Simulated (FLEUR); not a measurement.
# Magnetic state of Cr2O3 (Eskolaite) from several starts, part 2 of 3

Aim: find out whether Cr2O3 (Eskolaite) carries moments, and which collinear order costs least.

FLEUR MaX-R8.1; PBE with U = 3.5 eV on Cr d; all-electron FLAPW, Dirac cores, scalar-relativistic bands.

So far, largest spin moment in the muffin-tin sphere (μB): step 2 (run 1 (ferro ++++)) 2.90.

### Step 3. Start 2: antiferro +--+

Reversing part of the moments tests the sign of the couplings between them.

Input file inp.xml:

```
<?xml version="1.0" encoding="UTF-8" standalone="no"?>
<fleurInput fleurInputVersion="0.39">
   <comment>
      Cr2O3
   </comment>
   <calculationSetup>
      <cutoffs Kmax="4.4" Gmax="13.2" GmaxXC="13.2" numbands="0"/>
      <scfLoop itmax="120" minDistance="0.0001" maxIterBroyd="15" imix="Anderson" alpha="0.05" precondParam="0.0" spinf="2.0" sdNocoIR="T"/>
      <coreElectrons ctail="T" frcor="F" kcrel="0" coretail_lmax="0"/>
      <xcFunctional name="pbe" relativisticCorrections="F"/>
      <magnetism jspins="2"/>
      <soc l_soc="F" theta="0.0" phi="0.0" spav="F"/>
      <expertModes spex="0" secvar="F"/>
      <geometryOptimization l_f="F" forcealpha="1.0" forcemix="BFGS" epsdisp="0.00001" epsforce="0.00001"/>
      <ldaU l_linMix="F" mixParam="0.05" spinf="1.0"/>
   </calculationSetup>
   <cell>
      <bzIntegration valenceElectrons="92.0" mode="hist" fermiSmearingEnergy="0.00183747">
         <kPointListSelection listName="default-1"/>
         <xi:include xmlns:xi="http://www.w3.org/2001/XInclude" href="kpts.xml"> </xi:include>
      </bzIntegration>
      <xi:include xmlns:xi="http://www.w3.org/2001/XInclude" href="sym.xml"> </xi:include>
      <bulkLattice scale="1.0">
         <bravaisMatrix>
            <row-1>    4.6836861998399968     2.7041274882730848     8.5619081345298511</row-1>
            <row-2>   -4.6836861998399968     2.7041274882730848     8.5619081345298511</row-2>
            <row-3>    0.0000000000000000    -5.4082549765650665     8.5619081345298511</row-3>
         </bravaisMatrix>
      </bulkLattice>
   </cell>
   <atomSpecies>
      <species name="Chromium (3.000" element="Cr" atomicNumber="24">
         <mtSphere radius="2.31" gridPoints="763" logIncrement="0.016"/>
         <atomicCutoffs lmax="8" lnonsphr="6"/>
         <electronConfig flipSpins="F">
            <coreConfig>(1s1/2) (2s1/2) (2p1/2) (2p3/2)</coreConfig>
            <valenceConfig>(3s1/2) (3p1/2) (3p3/2) (4s1/2) (3d3/2) (3d5/2)</valenceConfig>
            <stateOccupation state="(4s1/2)" spinUp="0.5" spinDown="0.5"/>
            <stateOccupation state="(3d3/2)" spinUp="1.0" spinDown="1.0"/>
            <stateOccupation state="(3d5/2)" spinUp="3.0" spinDown="0.0"/>
         </electronConfig>
         <energyParameters s="4" p="4" d="3" f="4"/>
         <ldaU l="2" U="3.5" J="0.0" l_amf="F"/>
         <lo type="SCLO" l="0" n="3" eDeriv="0"/>
         <lo type="SCLO" l="1" n="3" eDeriv="0"/>
      </species>
      <species name="Chromium (-3.000" element="Cr" atomicNumber="24">
         <mtSphere radius="2.31" gridPoints="763" logIncrement="0.016"/>
         <atomicCutoffs lmax="8" lnonsphr="6"/>
         <electronConfig flipSpins="F">
            <coreConfig>(1s1/2) (2s1/2) (2p1/2) (2p3/2)</coreConfig>
            <valenceConfig>(3s1/2) (3p1/2) (3p3/2) (4s1/2) (3d3/2) (3d5/2)</valenceConfig>
            <stateOccupation state="(4s1/2)" spinUp="0.5" spinDown="0.5"/>
            <stateOccupation state="(3d3/2)" spinUp="1.0" spinDown="1.0"/>
            <stateOccupation state="(3d5/2)" spinUp="0.0" spinDown="3.0"/>
         </electronConfig>
         <energyParameters s="4" p="4" d="3" f="4"/>
         <ldaU l="2" U="3.5" J="0.0" l_amf="F"/>
         <lo type="SCLO" l="0" n="3" eDeriv="0"/>
         <lo type="SCLO" l="1" n="3" eDeriv="0"/>
      </species>
      <species name="Oxygen (O)" element="O" atomicNumber="8">
         <mtSphere radius="1.31" gridPoints="433" logIncrement="0.024"/>
         <atomicCutoffs lmax="6" lnonsphr="4"/>
         <electronConfig flipSpins="F">
            <coreConfig>(1s1/2)</coreConfig>
            <valenceConfig>(2s1/2) (2p1/2) (2p3/2)</valenceConfig>
            <stateOccupation state="(2p1/2)" spinUp="0.666667" spinDown="0.666667"/>
            <stateOccupation state="(2p3/2)" spinUp="1.333333" spinDown="1.333333"/>
         </electronConfig>
         <energyParameters s="2" p="2" d="3" f="4"/>
      </species>
   </atomSpecies>
   <atomGroups>
      <atomGroup species="Chromium (3.000">
         <relPos label="                   1">.3474800000 .3474800000 .3474800000</relPos>
         <relPos label="                   4">-.1525200000 -.1525200000 -.1525200000</relPos>
         <force calculate="T" relaxXYZ="TTT"/>
      </atomGroup>
      <atomGroup species="Chromium (-3.000">
         <relPos label="                   2">.1525200000 .1525200000 .1525200000</relPos>
         <relPos label="                   3">-.3474800000 -.3474800000 -.3474800000</relPos>
         <force calculate="T" relaxXYZ="TTT"/>
      </atomGroup>
      <atomGroup species="Oxygen (O)">
         <relPos label="                   5">-.4442000000 -.0558000000 1.000/4.000</relPos>
         <relPos label="                   6">1.000/4.000 -.4442000000 -.0558000000</relPos>
         <relPos label="                   7">-.0558000000 1.000/4.000 -.4442000000</relPos>
         <relPos label="                   8">.4442000000 .0558000000 -1.000/4.000</relPos>
         <relPos label="                   9">-1.000/4.000 .4442000000 .0558000000</relPos>
         <relPos label="                  10">.0558000000 -1.000/4.000 .4442000000</relPos>
         <force calculate="T" relaxXYZ="TTT"/>
      </atomGroup>
   </atomGroups>
   <output dos="F" band="F" slice="F">
      <bandDOS minEnergy="-.5*Htr" maxEnergy="0.5*Htr" sigma="0.015" storeEVData="T"/>
      <plotting iplot="0" polar="F">
         <plot TwoD="T" vec1="  1.0  0.0  0.0" vec2="  0.0  1.0  0.0" vec3="  0.0  0.0  1.0" zero="  0.0  0.0  0.0" file="plot"/>
      </plotting>
      <moessbauerParams electricFieldGradient="F" isomerShift="F" coreHyperfine="F" valenceHyperfine="F"/>
   </output>
</fleurInput>
```

Input file crystal.txt:

```
Cr2O3
&input film=F cartesian=F /
2.47850000001  1.43096264219  4.53076666670
-2.47850000001  1.43096264219  4.53076666670
0.00000000000  -2.86192528439  4.53076666670
1.8897261246
1.0 1.0 1.0

10
24 0.34748000000  0.34748000000  0.34748000000 : 3.000
24 0.15252000000  0.15252000000  0.15252000000 : -3.000
24 0.65252000000  0.65252000000  0.65252000000 : -3.000
24 0.84748000000  0.84748000000  0.84748000000 : 3.000
8 0.55580000000  0.94420000000  0.25000000000
8 0.25000000000  0.55580000000  0.94420000000
8 0.94420000000  0.25000000000  0.55580000000
8 0.44420000000  0.05580000000  0.75000000000
8 0.75000000000  0.44420000000  0.05580000000
8 0.05580000000  0.75000000000  0.44420000000

&kpt div1=6 div2=6 div3=6 gamma=T /
```

Started as:

```bash
OMP_NUM_THREADS=1 inpgen -f crystal.txt > inpgen.log  # inp.xml is then edited as shown
OMP_NUM_THREADS=1 mpirun -n 4 fleur_MPI > fleur.log
```

Log:

```text
[banner, memory and clock lines left out]
Welcome to FLEUR        (www.flapw.de)
      MaX-Release 8.1          (www.max-centre.eu)

 ========== k-point set info ==========
 Selected k-point list: default-1
 k-point list type: mesh
 6 x 6 x 6
 Number of k points: 32

 ------------Calculation Setup---------------------------
 Number of PE/node        :            4
 Number of OMP-threads    :            1
 k-points in parallel     :            4
 pe's per k-point         :            1
 No of k-point loops      :            8
 Eigenvalue solver        :       lapack
 Number of basis functions:         1044
 Approximate size of matrices (H+S) per k-point:         0.032 GB
 no density matrix found ... skipping LDA+U
 Reset of history
 Iteration:     1   Distance:      46.38728734 me/bohr^3
 Iteration:     2   Distance:      40.98649188 me/bohr^3
 Iteration:     3   Distance:      35.30673191 me/bohr^3
 Iteration:     4   Distance:      17.79305568 me/bohr^3
 Iteration:     5   Distance:      22.55656764 me/bohr^3
 Iteration:     6   Distance:       3.38714220 me/bohr^3
 Iteration:     7   Distance:       3.08737953 me/bohr^3
 Iteration:     8   Distance:       0.45181652 me/bohr^3
 Iteration:     9   Distance:       0.48757892 me/bohr^3
 Iteration:    10   Distance:       0.12853430 me/bohr^3
 Iteration:    11   Distance:       0.08502780 me/bohr^3
 Iteration:    12   Distance:       0.05150561 me/bohr^3
 Iteration:    13   Distance:       0.02216347 me/bohr^3
 Iteration:    14   Distance:       0.01045340 me/bohr^3
 Iteration:    15   Distance:       0.00737048 me/bohr^3
 Iteration:    16   Distance:       0.00514140 me/bohr^3
 Iteration:    17   Distance:       0.00409352 me/bohr^3
 Iteration:    18   Distance:       0.00204110 me/bohr^3
 Iteration:    19   Distance:       0.00108663 me/bohr^3
 Iteration:    20   Distance:       0.00042262 me/bohr^3
 Iteration:    21   Distance:       0.00033997 me/bohr^3
 Iteration:    22   Distance:       0.00018165 me/bohr^3
 Iteration:    23   Distance:       0.00003105 me/bohr^3

 ********************************************************************
 Run finished successfully
 Stop message:
   all done
 ********************************************************************

--- out.xml (last complete iteration) ---
<iteration numberForCurrentRun="   23" overallNumber="   23">
         [... left out ...]
         <bandgap value="3.2356592117" units="eV"/>
         <sumValenceSingleParticleEnergies value="-44.7921444306" units="Htr"/>
         <FermiEnergy value="0.2776155338" units="Htr"/>
         <valenceDensity>
            <mtCharges spin="1">
               <mtCharge atomType="1" total="7.7375957" s="1.1386186" p="3.1916757" d="3.3315539" f="0.0551536"/>
               <mtCharge atomType="2" total="4.9279977" s="1.1239530" p="3.1710623" d="0.5519981" f="0.0576822"/>
               <mtCharge atomType="3" total="2.0939877" s="0.6430083" p="1.4482778" d="0.0023484" f="0.0002970"/>
            </mtCharges>
            <mtCharges spin="2">
               <mtCharge atomType="1" total="4.9279977" s="1.1239530" p="3.1710623" d="0.5519981" f="0.0576822"/>
               <mtCharge atomType="2" total="7.7375957" s="1.1386186" p="3.1916757" d="3.3315539" f="0.0551536"/>
               <mtCharge atomType="3" total="2.0939877" s="0.6430083" p="1.4482778" d="0.0023484" f="0.0002970"/>
            </mtCharges>
            <spinDependentCharge spin="1" total="46.0000000" interstitial="8.1048868" mtSpheres="37.8951132"/>
            <spinDependentCharge spin="2" total="46.0000000" interstitial="8.1048868" mtSpheres="37.8951132"/>
            <totalCharge value="92.0000000000"/>
         </valenceDensity>
         [... left out ...]
         <magneticMomentsInMTSpheres units="muBohr">
            <globalMagMoment atomType="1" vec="0.00000   0.00000   2.80960"/>
            <localMagMoment atomType="1" vec="0.00000   0.00000   2.80960"/>
            <globalMagMoment atomType="2" vec="0.00000   0.00000  -2.80960"/>
            <localMagMoment atomType="2" vec="0.00000   0.00000  -2.80960"/>
            <globalMagMoment atomType="3" vec="0.00000   0.00000   0.00000"/>
            <localMagMoment atomType="3" vec="0.00000   0.00000   0.00000"/>
         </magneticMomentsInMTSpheres>
         [... left out ...]
         <totalEnergy value="    -4654.9793347897" units="Htr">
            <sumOfEigenvalues value="    -2667.9515523683">
               <coreElectrons value="-2623.1594079378"/>
               <valenceElectrons value="-44.7921444306"/>
            </sumOfEigenvalues>
            <densityCoulombPotentialIntegral value="-7050.8498259146"/>
            <densityEffectivePotentialIntegral value="-7370.3856894938"/>
            <chargeDenXCDenIntegral value="-246.7879563842"/>
            <FockExchangeEnergyValence value="0.0000000000"/>
            <FockExchangeEnergyCore value="0.0000000000"/>
         [... left out ...]
            <dftUCorrection value="-0.7234509226"/>
            <tkbTimesEntropy value="0.0000000000"/>
            <freeEnergy value="-4654.9793347897"/>
            <extrapolationTo0K value="-4654.9793347897"/>
         </totalEnergy>
         [... left out ...]
         <ldaUDensityMatrixConvergence>
            <distance spin="1" distance="0.000002"/>
            <distance spin="2" distance="0.000002"/>
         </ldaUDensityMatrixConvergence>
         <densityConvergence units="me/bohr^3">
            <chargeDensity spin="1" distance="0.0000197786"/>
            <chargeDensity spin="2" distance="0.0000197777"/>
            <overallChargeDensity distance="0.0000310530"/>
            <spinDensity distance="0.0000245033"/>
         </densityConvergence>
      </iteration>
```

It took 4.7 min on 4 MPI ranks of Intel Xeon Platinum 8375C at 2.90GHz (Ice Lake), shared host; peak memory 0.59 GiB; 19 min of CPU time.

Spin moment in the muffin-tin sphere by atom:

| atom | spin moment in the muffin-tin sphere (μB) |
| --- | --- |
| Cr1 | 2.81 |
| Cr2 | -2.81 |
| Cr3 | -2.81 |
| Cr4 | 2.81 |
| O5 | 0.00 |
| O6 | 0.00 |
| O7 | 0.00 |
| O8 | 0.00 |
| O9 | 0.00 |
| O10 | 0.00 |

Read from the output:

| Property | Result |
| --- | --- |
| free energy | -126668.4406 eV |
| program's band gap on this mesh (in a metal only a level spacing) | 3.236 eV |
| magnetization | 0 μB |
| final state | antiferromagnetic |

It lies 53.0 meV a seeded atom under the first start, and its largest moment is 2.81 μB against 2.90 μB.

### Step 4. Run 3 (antiferro ++--)

Another pattern of signs weighs the neighbour shells otherwise.

Changes to inp.xml since step 3:

```diff
@@ -76,3 +76,3 @@
          <relPos label="                   1">.3474800000 .3474800000 .3474800000</relPos>
-         <relPos label="                   4">-.1525200000 -.1525200000 -.1525200000</relPos>
+         <relPos label="                   2">.1525200000 .1525200000 .1525200000</relPos>
          <force calculate="T" relaxXYZ="TTT"/>
@@ -80,4 +80,4 @@
       <atomGroup species="Chromium (-3.000">
-         <relPos label="                   2">.1525200000 .1525200000 .1525200000</relPos>
          <relPos label="                   3">-.3474800000 -.3474800000 -.3474800000</relPos>
+         <relPos label="                   4">-.1525200000 -.1525200000 -.1525200000</relPos>
          <force calculate="T" relaxXYZ="TTT"/>
@@ -88,2 +88,5 @@
          <relPos label="                   7">-.0558000000 1.000/4.000 -.4442000000</relPos>
+         <force calculate="T" relaxXYZ="TTT"/>
+      </atomGroup>
+      <atomGroup species="Oxygen (O)">
          <relPos label="                   8">.4442000000 .0558000000 -1.000/4.000</relPos>
```

Changes to crystal.txt since step 3:

```diff
@@ -10,5 +10,5 @@
 24 0.34748000000  0.34748000000  0.34748000000 : 3.000
-24 0.15252000000  0.15252000000  0.15252000000 : -3.000
+24 0.15252000000  0.15252000000  0.15252000000 : 3.000
 24 0.65252000000  0.65252000000  0.65252000000 : -3.000
-24 0.84748000000  0.84748000000  0.84748000000 : 3.000
+24 0.84748000000  0.84748000000  0.84748000000 : -3.000
 8 0.55580000000  0.94420000000  0.25000000000
```

Log:

```text
[banner, memory and clock lines left out]
Welcome to FLEUR        (www.flapw.de)
      MaX-Release 8.1          (www.max-centre.eu)

 ========== k-point set info ==========
 Selected k-point list: default-1
 k-point list type: mesh
 6 x 6 x 6
 Number of k points: 32

 [... set-up left out ...]
 no density matrix found ... skipping LDA+U
 Reset of history
 Iteration:     1   Distance:      46.22804961 me/bohr^3
 Iteration:     2   Distance:      40.88723799 me/bohr^3
 Iteration:     3   Distance:      35.27758111 me/bohr^3
 Iteration:     4   Distance:      17.85499487 me/bohr^3
[...]
[... left out ...]
            <freeEnergy value="-4654.9746651964"/>
            <extrapolationTo0K value="-4654.9746651964"/>
         </totalEnergy>
         [... left out ...]
         <ldaUDensityMatrixConvergence>
            <distance spin="1" distance="0.000005"/>
            <distance spin="2" distance="0.000004"/>
         </ldaUDensityMatrixConvergence>
         <densityConvergence units="me/bohr^3">
            <chargeDensity spin="1" distance="0.0000502702"/>
            <chargeDensity spin="2" distance="0.0000482975"/>
            <overallChargeDensity distance="0.0000816339"/>
            <spinDensity distance="0.0000552756"/>
         </densityConvergence>
      </iteration>
```

The job ended after 4.7 min (4 MPI ranks; peak memory 0.57 GiB).

Spin moment in the muffin-tin sphere by atom:

| atom | spin moment in the muffin-tin sphere (μB) |
| --- | --- |
| Cr1 | 2.81 |
| Cr2 | 2.81 |
| Cr3 | -2.81 |
| Cr4 | -2.81 |
| O5 | -0.01 |
| O6 | -0.01 |
| O7 | -0.01 |
| O8 | 0.01 |
| O9 | 0.01 |
| O10 | 0.01 |

Read from the output:

- free energy: -126668.3136 eV
- program's band gap on this mesh (in a metal only a level spacing): 3.092 eV
- magnetization: 0 μB
- final state: antiferromagnetic

It lies 21.2 meV a seeded atom under the first start, and its largest moment is 2.81 μB against 2.90 μB.

### Step 5. Start 4: antiferro +-+-

Reversing part of the moments tests the sign of the couplings between them.

Changes to inp.xml since step 4:

```diff
@@ -76,3 +76,3 @@
          <relPos label="                   1">.3474800000 .3474800000 .3474800000</relPos>
-         <relPos label="                   2">.1525200000 .1525200000 .1525200000</relPos>
+         <relPos label="                   3">-.3474800000 -.3474800000 -.3474800000</relPos>
          <force calculate="T" relaxXYZ="TTT"/>
@@ -80,3 +80,3 @@
       <atomGroup species="Chromium (-3.000">
-         <relPos label="                   3">-.3474800000 -.3474800000 -.3474800000</relPos>
+         <relPos label="                   2">.1525200000 .1525200000 .1525200000</relPos>
          <relPos label="                   4">-.1525200000 -.1525200000 -.1525200000</relPos>
@@ -88,5 +88,2 @@
          <relPos label="                   7">-.0558000000 1.000/4.000 -.4442000000</relPos>
-         <force calculate="T" relaxXYZ="TTT"/>
-      </atomGroup>
-      <atomGroup species="Oxygen (O)">
          <relPos label="                   8">.4442000000 .0558000000 -1.000/4.000</relPos>
```

Changes to crystal.txt since step 4:

```diff
@@ -10,4 +10,4 @@
 24 0.34748000000  0.34748000000  0.34748000000 : 3.000
-24 0.15252000000  0.15252000000  0.15252000000 : 3.000
-24 0.65252000000  0.65252000000  0.65252000000 : -3.000
+24 0.15252000000  0.15252000000  0.15252000000 : -3.000
+24 0.65252000000  0.65252000000  0.65252000000 : 3.000
 24 0.84748000000  0.84748000000  0.84748000000 : -3.000
```

Log:

```text
[banner, memory and clock lines left out]
Welcome to FLEUR        (www.flapw.de)
      MaX-Release 8.1          (www.max-centre.eu)

 ========== k-point set info ==========
 Selected k-point list: default-1
 k-point list type: mesh
 6 x 6 x 6
 Number of k points: 40

 [... set-up left out ...]
 no density matrix found ... skipping LDA+U
 Reset of history
 Iteration:     1   Distance:      46.33223274 me/bohr^3
 Iteration:     2   Distance:      40.97272961 me/bohr^3
 Iteration:     3   Distance:      35.42151804 me/bohr^3
 Iteration:     4   Distance:      17.93260898 me/bohr^3
[...]
[... left out ...]
            <freeEnergy value="-4654.9703860611"/>
            <extrapolationTo0K value="-4654.9703860611"/>
         </totalEnergy>
         [... left out ...]
         <ldaUDensityMatrixConvergence>
            <distance spin="1" distance="0.000003"/>
            <distance spin="2" distance="0.000003"/>
         </ldaUDensityMatrixConvergence>
         <densityConvergence units="me/bohr^3">
            <chargeDensity spin="1" distance="0.0000247193"/>
            <chargeDensity spin="2" distance="0.0000250488"/>
            <overallChargeDensity distance="0.0000386301"/>
            <spinDensity distance="0.0000313798"/>
         </densityConvergence>
      </iteration>
```

Run time: 3.2 min. Hardware: 4 MPI ranks; peak memory 0.54 GiB; 13 min of CPU time.

Numbers from this step:

| Property | Result |
| --- | --- |
| free energy | -126668.1971 eV |
| program's band gap on this mesh (in a metal only a level spacing) | 3.121 eV |
| magnetization | 0 μB |
| final state | antiferromagnetic |
| largest moment | 2.781 μB |

It lies 7.90 meV a seeded atom over the first start, and its largest moment is 2.78 μB against 2.90 μB.

[end of part 2 of 3]

[Logs and program files are shortened in this print: banners, set-up blocks, solver, clock and traceback lines can be left out without a mark of their own.]

[Logs are printed without paths, hosts, clocks, repeated set-up lines and the standing remarks that a program may print on its own settings, such as how far it seeks lower states.]

[Hosts, paths, dates, database ids (printed as entryN), source tags and the programs' standing remarks are cut or masked in the printed files.]

[Where a cell is said to come from a database of computed structures, the database is the Materials Project.]
